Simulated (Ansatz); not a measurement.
# Sr on Y(0001): change of the work function, part 4 of 5

Wanted: Δφ(θ) for Sr/Y(0001), starting from the hcp site.

Ansatz 0.2.0; plane-wave DFT, PBEsol, Ansatz PAW.

So far, work function, upper face (eV): step 2 (the clean slab) 3.41; step 3 (37 atoms, coverage 0.111 ML, cell 3x3) 2.82; step 4 (17 atoms, coverage 0.25 ML, cell 2x2) 2.38.

## 6. The slab at 0.25 ML, atoms frozen

This step: plane-wave DFT, PBEsol, Ansatz PAW (Ansatz 0.2.0).

To see where the charge goes, the covered slab, the bare substrate and the adsorbate layer are each run at the same frozen positions and on the same grid.

Contents of input.yaml:

```yaml
crystal:
  lattice:
    - [7.3, 0.0, 0.0]
    - [3.65, 6.3219854476, 0.0]
    - [0.0, 0.0, 29.8326087914]
  atoms:
    - { symbol: "Y", position: [0.3333333333, 0.3333333333, 0.3016833044] }
    - { symbol: "Y", position: [0.0, 0.0, 0.3977887111] }
    - { symbol: "Y", position: [0.3333333333, 0.3333333333, 0.4904035191] }
    - { symbol: "Y", position: [0.0, 0.0, 0.5902350895] }
    - { symbol: "Y", position: [0.3333333333, 0.8333333333, 0.3016833044] }
    - { symbol: "Y", position: [0.0, 0.5, 0.3977887111] }
    - { symbol: "Y", position: [0.3301833637, 0.8349083182, 0.4925510719] }
    - { symbol: "Y", position: [0.006261436, 0.496869282, 0.5814525823] }
    - { symbol: "Y", position: [0.8333333333, 0.3333333333, 0.3016833044] }
    - { symbol: "Y", position: [0.5, 0.0, 0.3977887111] }
    - { symbol: "Y", position: [0.8349083182, 0.3301833637, 0.4925510719] }
    - { symbol: "Y", position: [0.496869282, 0.006261436, 0.5814525823] }
    - { symbol: "Y", position: [0.8333333333, 0.8333333333, 0.3016833044] }
    - { symbol: "Y", position: [0.5, 0.5, 0.3977887111] }
    - { symbol: "Y", position: [0.8349083182, 0.8349083182, 0.4925510719] }
    - { symbol: "Y", position: [0.496869282, 0.496869282, 0.5814525823] }
    - { symbol: Sr, position: [0.3333333333, 0.3333333333, 0.6847476233] }
kpoints:
  mp_grid: { grid: [5, 5, 1] }
hamiltonian:
  xc: pbesol
scf:
  occupations: { method: fermi_dirac, width: 0.1 }
  convergence: { dr2_threshold: 1.0e-08 }
efield:
  axis: 3
  dipole_correction: true
  ramp_position: 0.97
  ramp_width: 0.06
output:
  write_potential: true
  write_density: true
  volumetric_format: npy
```

Command:

```
> ansatz run input.yaml --threads 4 --pin off --max-ram 12288MiB --backend cpu --events-out ev --progress --plain --runs-dir out
```

Numbers of over 12 decimals in the logs are rounded to 6 here.

The program printed:

```text
[...]
Crystal: 17 atoms, lattice volume = 1376.790 Å³
Basis set: ecut = 420 eV, 26871 PW (Γ)
Bands: 112, of which v1, the nominal top of the filled ones, is band 93 counted from 1 (92 counted from 0)
Symmetry: 6 space group operations
[...]
k-points: 5 of 25 (time reversal used)
[...]
SCF iter   1: F=—  HF=-64208.071655 eV  |F-HF|=—  |Δ(HF+E_count)|=         —  Δρ=3.92e-3  dr2=1.14e1  ethr=1.77e-3  p=0.437 e·Å  D=5.74e-2 V/Å  ΔV_dip=-1.71 eV  dr2_dipole=4.50e0  V_vac-E_F(+/−)=1.41/3.12 eV  ⟨swp⟩=12.6  Hψ=2945  notcnv=0
[...]
SCF iter  11: F=-64207.729899 eV  HF=-64207.729899 eV  |F-HF|=1.53e-10  |Δ(HF+E_count)|=   7.76e-9  Δρ=2.19e-7  dr2=1.89e-9  ethr=5.38e-12  p=0.265 e·Å  D=3.48e-2 V/Å  ΔV_dip=-1.04 eV  dr2_dipole=3.62e-10  V_vac-E_F(+/−)=2.38/3.42 eV  ⟨swp⟩=16.8  Hψ=1630  notcnv=0
SCF 1 converged in 11 iterations: F = -64207.729899 eV  dr2 = 1.89e-9
[...]
SCF converged after 11 iterations
Free energy (F): -64207.729899 eV
[...]
Internal energy: -64206.596941 eV  (E = F + TS)
E sigma→0 (E₀):  -64207.163420 eV
Entropy (-TS):   -1.132958 eV (-66.645 meV/atom)
Fermi energy:    2.134740 eV
Dipole field:    D = 0.034781 V/Å  (p = 0.264637 e·Å, saw-weighted, corrected)
Work function:   Φ+ = 2.3796 eV   Φ− = 3.4172 eV
[...]
--- Band table (eV; the first three rows and the last of 5) ---
  k-point 0: bands = [... 89 lower, 1.9011, 1.9673, 2.0345, 2.0380, 2.0380, 2.3138, 2.4490, 2.5218, ... 15 higher]
  k-point 1: bands = [... 89 lower, 1.9257, 1.9720, 2.0508, 2.0534, 2.0944, 2.3248, 2.4159, 2.4560, ... 15 higher]
  k-point 2: bands = [... 89 lower, 1.8963, 1.9486, 2.1229, 2.1554, 2.1801, 2.2104, 2.2355, 2.2418, ... 15 higher]
  k-point 4: bands = [... 89 lower, 1.9857, 2.0291, 2.0389, 2.0698, 2.1262, 2.2188, 2.2366, 2.2595, ... 15 higher]
```

Run time: 38 s. Hardware: 4 threads of Arm Neoverse V1, shared host; peak memory 3.1 GiB.

This step gave:

| Quantity | Value |
| --- | --- |
| energy at zero smearing | -64207.1634 eV |
| work function, upper face | 2.380 eV |
| dipole along the normal | 0.2646 e·Å |

The work function of the upper face is 2.38 eV.

## 7. The substrate of the 0.25 ML cell alone

System of this step: Sr/Y(0001), substrate alone, atoms held. The cell holds 16 atoms: 16 Y. Cell: a = 7.300 Å, b = 7.300 Å, c = 29.833 Å, α = 90.0°, β = 90.0°, γ = 60.0°. Vacuum lies along c.

The second part, atoms unmoved.

Changes to input.yaml since step 6:

```diff
@@ -22,3 +22,2 @@
     - { symbol: "Y", position: [0.496869282, 0.496869282, 0.5814525823] }
-    - { symbol: Sr, position: [0.3333333333, 0.3333333333, 0.6847476233] }
 kpoints:
```

The program printed:

```text
[...]
Crystal: 16 atoms, lattice volume = 1376.790 Å³
Basis set: ecut = 420 eV, 26871 PW (Γ)
Bands: 106, of which v1, the nominal top of the filled ones, is band 88 counted from 1 (87 counted from 0)
Symmetry: 6 space group operations
[...]
k-points: 5 of 25 (time reversal used)
[...]
SCF iter   1: F=—  HF=-60715.256703 eV  |F-HF|=—  |Δ(HF+E_count)|=         —  Δρ=2.68e-3  dr2=1.60e0  ethr=1.77e-3  p=0.009 e·Å  D=1.19e-3 V/Å  ΔV_dip=-0.04 eV  dr2_dipole=9.29e-2  V_vac-E_F(+/−)=3.07/3.10 eV  ⟨swp⟩=10.8  Hψ=2529  notcnv=0
[...]
SCF iter  10: F=-60715.216294 eV  HF=-60715.216294 eV  |F-HF|=1.94e-9  |Δ(HF+E_count)|=   2.19e-8  Δρ=2.40e-7  dr2=1.38e-9  ethr=5.68e-12  p=0.005 e·Å  D=5.98e-4 V/Å  ΔV_dip=-0.02 eV  dr2_dipole=2.13e-11  V_vac-E_F(+/−)=3.41/3.42 eV  ⟨swp⟩=11.6  Hψ=1364  notcnv=0
SCF 1 converged in 10 iterations: F = -60715.216294 eV  dr2 = 1.38e-9
[...]
SCF converged after 10 iterations
Free energy (F): -60715.216294 eV
[...]
Internal energy: -60714.030697 eV  (E = F + TS)
E sigma→0 (E₀):  -60714.623495 eV
Entropy (-TS):   -1.185597 eV (-74.100 meV/atom)
Fermi energy:    1.530510 eV
Dipole field:    D = 0.000600 V/Å  (p = 0.004568 e·Å, saw-weighted, corrected)
Work function:   Φ+ = 3.4068 eV   Φ− = 3.4247 eV
[...]
--- Band table (eV; the first three rows and the last of 5) ---
  k-point 0: bands = [... 84 lower, 1.3057, 1.3302, 1.4438, 1.4545, 1.4545, 1.6997, 1.7369, 2.0634, ... 14 higher]
  k-point 1: bands = [... 84 lower, 1.3645, 1.3710, 1.4522, 1.4557, 1.4743, 1.6915, 1.7683, 1.9757, ... 14 higher]
  k-point 2: bands = [... 84 lower, 1.3292, 1.3954, 1.5208, 1.5411, 1.5688, 1.6135, 1.6293, 1.6731, ... 14 higher]
  k-point 4: bands = [... 84 lower, 1.3832, 1.4143, 1.4371, 1.4805, 1.5039, 1.5608, 1.6348, 1.6498, ... 14 higher]
```

Wall time 33 s (4 threads); peak memory 2.9 GiB; 2.1 min of CPU time.

This step gave:

```yaml
energy_at_zero_smearing: -60714.6235 eV
work_function_upper_face: 3.407 eV
dipole_along_the_normal: 0.004568 e·Å
```

The work function of the upper face is 3.41 eV.

## 8. The adsorbate layer of the 0.25 ML cell alone

System of this step: Sr/Y(0001), adsorbate layer alone, atoms held. The cell holds 1 atom: 1 Sr. Its edges and angles: a = 7.300 Å, b = 7.300 Å, c = 29.833 Å, α = 90.0°, β = 90.0°, γ = 60.0°. Vacuum lies along c.

The third part; a free layer of atoms may carry a moment, so spin is on.

input.yaml, the sections that differ from step 7:

```yaml
crystal:
  lattice:
    - [7.3, 0.0, 0.0]
    - [3.65, 6.3219854476, 0.0]
    - [0.0, 0.0, 29.8326087914]
  atoms:
    - { symbol: Sr, position: [0.3333333333, 0.3333333333, 0.6847476233], spin: 1.0 }
magnetization:
  spin_polarized: true
# kpoints, hamiltonian, scf, efield, output: as in step 7
```

The program printed:

```text
[...]
Crystal: 1 atoms, lattice volume = 1376.790 Å³
Basis set: ecut = 420 eV, 26871 PW (Γ)
Bands: 10, of which v1, the nominal top of the filled ones, is band 5 counted from 1 (4 counted from 0)
Symmetry: 12 space group operations
k-points: 5 of 25
[...]
Starting moments: Σ|m| = 1 μB on 1 of 1 site
[...]
SCF iter   1: F=—  HF=-3490.294032 eV  |F-HF|=—  |Δ(HF+E_count)|=         —  Δρ=4.66e-3 (↑4.66e-3 ↓4.49e-3)  dr2=3.33e-3  dr2_m=2.64e-1  M=0.001 μB ∫|m|=0.034 μB  β_m=0.30  ethr=3.74e-5  p=-0.000 e·Å  D=-8.20e-10 V/Å  ΔV_dip=0.00 eV  dr2_dipole=5.56e-12  V_vac-E_F(+/−)=2.63/2.63 eV  ⟨swp⟩=4.3  Hψ=1495  notcnv=0
[...]
spin=Collinear: Resta preconditioning applied to the charge; magnetization (m = ρ↑ − ρ↓) channel mixes plain (no charge-response kernel on spin).
SCF iter   2: F=—  HF=-3490.373191 eV  |F-HF|=—  |Δ(HF+E_count)|=   7.92e-2  Δρ=3.28e-3 (↑3.28e-3 ↓3.19e-3)  dr2=1.63e-3  dr2_m=1.32e-1  M=0.001 μB ∫|m|=0.025 μB  β_m=0.30  ethr=3.33e-5  p=-0.000 e·Å  D=-2.30e-7 V/Å  ΔV_dip=0.00 eV  dr2_dipole=7.42e-13  V_vac-E_F(+/−)=2.65/2.65 eV  ⟨swp⟩=2.1  Hψ=141  notcnv=0  κ⁻¹=1.0e0(r=1)
[...]
SCF iter   6: F=—  HF=-3490.446591 eV  |F-HF|=—  |Δ(HF+E_count)|=   4.78e-3  Δρ=8.10e-4 (↑8.10e-4 ↓8.10e-4)  dr2=2.96e-8  dr2_m=8.28e-3  M=0.000 μB ∫|m|=0.008 μB  β_m=0.30  ethr=2.08e-8  p=0.000 e·Å  D=5.90e-7 V/Å  ΔV_dip=-0.00 eV  dr2_dipole=3.30e-13  V_vac-E_F(+/−)=2.69/2.69 eV  ⟨swp⟩=4.2  Hψ=216  notcnv=0
[...]
spin-set hold released at iteration 6 (site moments contracting): the magnetisation degrees of freedom join the quasi-Newton model from the next iteration; the mixer history was flushed
SCF iter   7: F=—  HF=-3490.448967 eV  |F-HF|=—  |Δ(HF+E_count)|=   2.38e-3  Δρ=5.74e-4 (↑5.74e-4 ↓5.73e-4)  dr2=1.28e-8  dr2_m=4.15e-3  M=0.000 μB ∫|m|=0.006 μB  β_m=0.30  ethr=1.00e-10  p=0.000 e·Å  D=5.26e-7 V/Å  ΔV_dip=-0.00 eV  dr2_dipole=5.29e-14  V_vac-E_F(+/−)=2.69/2.69 eV  ⟨swp⟩=27.5  Hψ=1007  notcnv=0  κ⁻¹=1.0e0(r=1)
density mixer auto → broyden: gapped, with many states about μ (density of states about μ 0.38 of a free-electron gas's, 52 screened modes)
SCF iter   8: F=—  HF=-3490.451326 eV  |F-HF|=—  |Δ(HF+E_count)|=   2.36e-3  Δρ=8.30e-6 (↑8.15e-6 ↓8.30e-6)  dr2=2.46e-9  dr2_m=8.54e-7  M=-0.000 μB ∫|m|=0.001 μB  β_m=0.30  ethr=1.00e-10  p=0.000 e·Å  D=4.36e-7 V/Å  ΔV_dip=-0.00 eV  dr2_dipole=5.97e-15  V_vac-E_F(+/−)=2.69/2.69 eV  ⟨swp⟩=12.4  Hψ=709  notcnv=0  κ⁻¹=3.9e-6(r=2)
[...]
SCF iter  14: F=-3490.451329 eV  HF=-3490.451329 eV  |F-HF|=7.73e-12  |Δ(HF+E_count)|=  1.95e-10  Δρ=6.65e-9 (↑6.28e-9 ↓6.65e-9)  dr2=1.64e-13  dr2_m=4.95e-13  M=0.000 μB ∫|m|=0.000 μB  ethr=1.00e-12  p=0.000 e·Å  D=4.47e-7 V/Å  ΔV_dip=-0.00 eV  dr2_dipole=6.46e-16  V_vac-E_F(+/−)=2.69/2.69 eV  ⟨swp⟩=3.0  Hψ=200  notcnv=0
SCF 1 converged in 14 iterations: F = -3490.451329 eV  dr2 = 1.64e-13
[...]
WARN: the starting moments were not kept: the SCF closed with an absolute magnetisation of 2.0e-6 μB, where they sum to 1 μB in size (1 site). That is at most 0.1 of that sum. Measured as dr2_m measures the in/out step, that magnetisation stands 1.0e-13 eV from none, at or under the dr2_threshold of 1.0e-8 eV: it is no larger than a step whose dr2_m would equal this threshold. The system may hold no moment; this SCF  [...]
[...]
this state was not tested for a lower state beside it, because the mixer in use, unlike msr1, does not test its closes by its own steps (another_mixer; see scf.mixing.algorithm and scf.lower_state_search)
SCF converged after 14 iterations
Magnetization: 0.0000 μB (5.0000 up, 5.0000 down)
Absolute magnetization: 0.0000 μB (∫|ρ↑−ρ↓|, with the PAW one-centre terms)
[...]
Per-site moments (μB) at R_I (Å): [(-2.9500041132718e-7, 3.011250)]
Free energy (F): -3490.451329 eV
[...]
Internal energy: -3490.450413 eV  (E = F + TS)
E sigma→0 (E₀):  -3490.450871 eV
Entropy (-TS):   -0.000916 eV (-0.916 meV/atom)
Fermi energy:    -2.308183 eV
Dipole field:    D = 0.000000 V/Å  (p = 0.000003 e·Å, saw-weighted, corrected)
Work function:   Φ+ = 2.6933 eV   Φ− = 2.6934 eV
[...]
--- Band table (eV; the first three rows and the last of 10) ---
[...]
```

The job ended after 9.8 s (4 threads; peak memory 1.3 GiB; 37 s of CPU time).

Numbers from this step:

```
energy at zero smearing : -3490.4509 eV
dipole along the normal : 3.50e-6 e·Å
```

At this spacing and smearing the free layer keeps no moment.

## 9. Density difference at 0.25 ML

This step: plane-wave DFT, PBEsol, Ansatz PAW; density difference on adsorption (Ansatz 0.2.0).

The densities of the parts are taken from that of the whole and averaged over planes; the first moment of what is left gives the step in the potential.

This step gave:

| Property | Result |
| --- | --- |
| largest charge moved | -0.004517 e/Å² |
| potential step from the moved charge | -1.020 eV |

The electron density difference oscillates, so the rows of the table below give means over windows of 1 Å about each position, cut where the curve ends. Its maxima inside the range that stand out by 2 % of the span (Å: e/Å³): 13.9: 3.9e-4, 16.7: 9.6e-4, 19.1: 0.00788. Its minima: 15.4: -9.0e-4, 17.8: -0.00529, 21.8: -0.00272.

Planar mean, whole system less its parts. The electron density difference by z; means over each step:

z (Å), electron density difference (e/Å³) and a bar from the least value:
```
        5    0.00000 #########
        6    0.00000 #########
        7   -0.00002 #########
        8   -0.00001 #########
        9    0.00005 #########
       10    0.00003 #########
       11   -0.00006 ########
       12   -0.00006 ########
       13    0.00014 #########
       14    0.00020 #########
       15   -0.00050 #######
       16   -0.00025 ########
       17   -0.00089 ######
       18   -0.00271 
       19    0.00666 ##############################
       20    0.00180 ##############
       21   -0.00093 ######
       22   -0.00239 #
       23   -0.00089 ######
       24   -0.00015 ########
       25   -0.00002 #########
       26    0.00000 #########
       27    0.00000 #########
```

Planar mean, whole system less its parts. Table of electrons moved below z by z:

```
z (Å)  electrons moved below z (e/Å²)
    6                         -1.5e-7
    7                         -8.7e-6
    8                         -3.1e-5
    9                         -1.5e-5
   10                          5.3e-5
   11                         -2.8e-6
   12                         -8.4e-5
   13                         -4.0e-5
   14                          2.6e-4
   15                          1.0e-4
   16                         -5.7e-4
   17                         -2.5e-4
   18                        -0.00408
   19                         -4.1e-4
   20                         0.00430
   21                         0.00403
   22                         0.00196
   23                          3.8e-4
   24                          4.4e-5
   25                          3.1e-6
   26                         -2.2e-7
```

[end of part 4 of 5]

[Logs are printed without paths, hosts, clocks, repeated set-up lines and the standing remarks that a program may print on its own settings, such as how far it seeks lower states.]

[Hosts, paths, dates, database ids (printed as entryN), source tags and the programs' standing remarks are cut or masked in the printed files.]

[Maps of the electrostatic potential energy from Ansatz leave out the sawtooth potential of an applied field or a dipole correction, so their vacuum need not be flat; planar profiles and work functions include it.]
